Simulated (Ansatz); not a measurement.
# Formation energy and levels of the antisite Al_N in AlN (F-43m), part 2 of 2

Aim: at which Fermi levels does Al_N in AlN (F-43m) change its charge? The model is a cell of 54 host atoms with 1 N taken out and 1 Al put in.

Ansatz; place-levels on r2SCAN runs: charge-transition levels and formation energies with image-charge correction and potential alignment at the atomic sites; PAW set soft_1.

So far: The structure; The runs of each charge state; place-levels, r2SCAN.

**3. place-levels, r2SCAN (continued)**

Levels between the charges placed, in eV above the valence top:

```csv
,gap (eV),(+2/+1),(+1/0),(0/−1),(−1/−2)
r2SCAN,3.92,3.09,2.88,3.71,4.15
```

Corrections by state:

```csv
charge,moment (μB),image terms and alignment (eV),band filling (eV),ε used,"over the lowest of its charge, as the program ranks them, band filling apart (eV)"
+2,0.0,1.233,-,8.51,0.000
+1,1.0,0.377,-,8.51,0.000
0,2.0,0.000,-,-,0.000
−1,1.0,0.147,-,8.51,0.000
−2,0.0,0.819,-0.360,8.51,0.000
0,0.0,0.000,-,-,0.165
−2,2.0,0.714,-,8.51,0.175
```

The charged structures listed were also run neutral, and place-levels reads from each pair, by the potential or the spins, how wide the charge is by which they differ; that can be the carrier of either run.

```csv
charge,rms radius (Å),spread where it is widest against the cell (Å),wide from (Å),reading
+2,3.3,1.95,1.31,wide
+1,1.5,0.90,1.31,narrow
−1,2.1,1.27,1.31,narrow
−2,2.0,1.16,1.31,narrow
```

The neutral runs of these pairs need not share the spin of the lowest neutral state, and very wide values only mean spread over the cell.

From the program's caveats on the states, each cut to its opening words:

- charge +2: it parts from the run at its places by a charge that spreads by about 1.9 Å along one vector (1.3 Å or more is wide), by its potential at epsilon 4.64, taken [...]
- charge +2: its alignment with the host at atomic sites is doubtful: the mean over the far sites moves by -0.1359 eV from their farther parts to their nearer, more than [...]
- charge +2: its sublattices stand up to 0.0053 Å off the host's, which by the two runs' forces adds about -0.01 eV to its energy against the host's, and moves the band [...]
- charge +1 (1 μB), 0 (2 μB), −1 (1 μB), −2 (2 μB): flagged: stability check not made
- charge 0 (2 μB): its alignment with the host at atomic sites is doubtful: the mean over the far sites moves by +0.1448 eV from their farther parts to their nearer, more than [...]
- charge −1 (1 μB): its alignment with the host at atomic sites is doubtful: the mean over the far sites moves by +0.2689 eV from their farther parts to their nearer, more than [...]
- charge −2: it parts from the run that its charge is read beside by 2 carriers, of which the mean alone is read, by its potential at epsilon 4.64, taken for that of held [...]
- charge −2: a band-filling correction moves a carrier to the host's band edge, which changes its energy by -0.360 eV
- charge −2: its alignment with the host at atomic sites is doubtful: the mean over the far sites moves by +0.3758 eV from their farther parts to their nearer, more than [...]
- charge 0: its alignment with the host at atomic sites is doubtful: the mean over the far sites moves by +0.0725 eV from their farther parts to their nearer, more than [...]
- charge −2 (2 μB): it parts from the run at its places by a charge that spreads by about 2.3 Å along one vector (1.3 Å or more is wide), by its potential at epsilon 4.64, taken [...]
- charge −2 (2 μB): its alignment with the host at atomic sites is doubtful: the mean over the far sites moves by +0.3090 eV from their farther parts to their nearer, more than [...]
- charge −2 (2 μB): the host's ions (past the first shell or, of a walk that freed a part, those that it held) aren't shown at rest: they stand up to 0.135 Å off their sites, 1.88 [...]

The host's formation energy from the elements is -1.603 eV per atom; it sets how far the chemical potentials can move.

Limit set by the element alone; other compounds of these elements are not counted. Chemical potentials from the elements' reference states: Al 0.00 eV, N -3.21 eV. Formation energies (Al-rich), with the Fermi level at the valence top and at the conduction bottom (gap 3.92 eV):

```csv
charge,at valence top (eV),at conduction bottom (eV),correction included (eV)
+2,3.91,11.74,1.23
+1,7.00,10.92,0.38
0,9.88,9.88,0.00
−1,13.59,9.67,0.15
−2,17.74,9.90,0.46
```

| Fermi level (eV) | lowest formation energy (eV) |
| --- | --- |
| 0.00 | 3.91 |
| 0.36 | 4.62 |
| 0.71 | 5.33 |
| 1.07 | 6.04 |
| 1.42 | 6.75 |
| 1.78 | 7.46 |
| 2.14 | 8.18 |
| 2.49 | 8.90 |
| 2.85 | 9.61 |
| 3.21 | 9.88 |
| 3.56 | 9.88 |
| 3.92 | 9.67 |

Limit set by the element alone; other compounds of these elements are not counted. Chemical potentials from the elements' reference states: N 0.00 eV, Al -3.21 eV. Formation energies (N-rich), with the Fermi level at the valence top and at the conduction bottom (gap 3.92 eV):

```csv
charge,at valence top (eV),at conduction bottom (eV),correction included (eV)
+2,10.32,18.15,1.23
+1,13.41,17.33,0.38
0,16.29,16.29,0.00
−1,20.00,16.08,0.15
−2,24.15,16.31,0.46
```

| Fermi level (eV) | lowest formation energy (eV) |
| --- | --- |
| 0.00 | 10.32 |
| 0.36 | 11.03 |
| 0.71 | 11.74 |
| 1.07 | 12.45 |
| 1.42 | 13.16 |
| 1.78 | 13.88 |
| 2.14 | 14.59 |
| 2.49 | 15.31 |
| 2.85 | 16.02 |
| 3.21 | 16.29 |
| 3.56 | 16.29 |
| 3.92 | 16.08 |

**4. Another choice**

In this try the input is made faulty on purpose, to show what that does.

Another version of the file is tried.

levels.try0.yaml is levels.point.yaml with these lines changed:

```diff
-states: [qm2.point.run, qm1_M1.point.run, q0.point.run, qp1_M1.point.run, qp2.point.run, qm2_M2.point.run, q0_M2.point.run]
+states: [qm2.relax.run, qm1_M1.point.run, q0.point.run, qp1_M1.point.run, qp2.point.run, qm2_M2.point.run, q0_M2.point.run]
-  qm2.point.run: qm2.relax.run
```

Started as:

```
$ ansatz place-levels levels.try0.yaml -- --threads 4 --pin off --max-ram 7536MiB
```

The program printed:

```text
Error: states: the states of charge -2 and -1 were not made alike: the mesh or its shifts (kpoints.further_shifts), scf.occupations
```

The change: a state from another k-mesh.

No levels were formed: the file was rejected.

**5. What came out**

```yaml
gap_of_the_host: 3.92 eV (r2SCAN)
level_plus_2_plus_1: 3.09 eV above the valence top, not a change between lowest states
level_plus_1_over_0: 2.88 eV above the valence top, not a change between lowest states
level_0_minus_1: 3.71 eV above the valence top
level_minus_1_minus_2: 4.15 eV above the valence top, past the conduction bottom (4.51 eV above the valence top without the band-filling term)
level_plus_2_over_0: 2.99 eV above the valence top
lowest_of_the_charges_placed_just_above_the_valence_top_0p02_ev: +2
lowest_of_the_charges_placed_just_below_the_conduction_bottom_0p02_ev: −1
lowest_formation_energy_at_mid_gap_of_the_charges_run_al_rich: 7.82 eV
lowest_formation_energy_at_mid_gap_of_the_charges_run_n_rich: 14.24 eV
standing_of_these_levels: doubtful, see below
```

Of the charges placed (−2, −1, 0, +1 and +2), the lowest changes at 2.99 eV (+2/0) and 3.71 eV (0/−1) above the valence top, in a gap of 3.92 eV. An unfinished run of charge +2 (2 μB) already stood 0.09 eV below the state placed, so levels with that charge are not final. (+2/0) passes over charge +1, which lies 0.11 eV above the two there; a lower structure or spin state of it, if missed, would change that. Charges above +2 were not placed, so these runs say nothing of levels that involve them. States placed: +2 at 0 μB; +1 at 1 μB; 0 at 2 μB and 0 μB; −1 at 1 μB; −2 at 0 μB and 2 μB. Other spin states or structures, where not listed, weren't placed. The program finds carriers beyond a band edge of the host and adds a band-filling term at charge −2 (-0.36 eV); steps to such a charge show no bound level, and a defect level inside a band would be read the same way. At charge 0 and +2 the atom put in ends up to 1.8 Å from its starting place, so the name tells the start alone and the levels can join different sites. The program doubts the alignment of potentials for at least one state, a sign that the cell is small. Keep in mind: r2SCAN makes the gap too small and tends to spread out bound carriers; where a gas molecule sets a chemical potential or the host's formation energy, its binding is uncorrected; force components of up to 0.31 eV/Å remain in a run at the final settings.

[Logs are printed without paths, hosts, clocks, repeated set-up lines and the standing remarks that a program may print on its own settings, such as how far it seeks lower states.]

[Hosts, paths, dates, database ids (printed as entryN), source tags and the programs' standing remarks are cut or masked in the printed files.]

[Where a table of states has a column of steps, it counts the stored structures, which are thinned; the runs took as many ionic steps or more.]

[A defect's name tells the site on which it was built; relaxed atoms can leave that site.]

[For some hosts the program warned that the k-mesh of the response run may be too coarse for force constants and the static dielectric constant; such warnings are not shown here.]
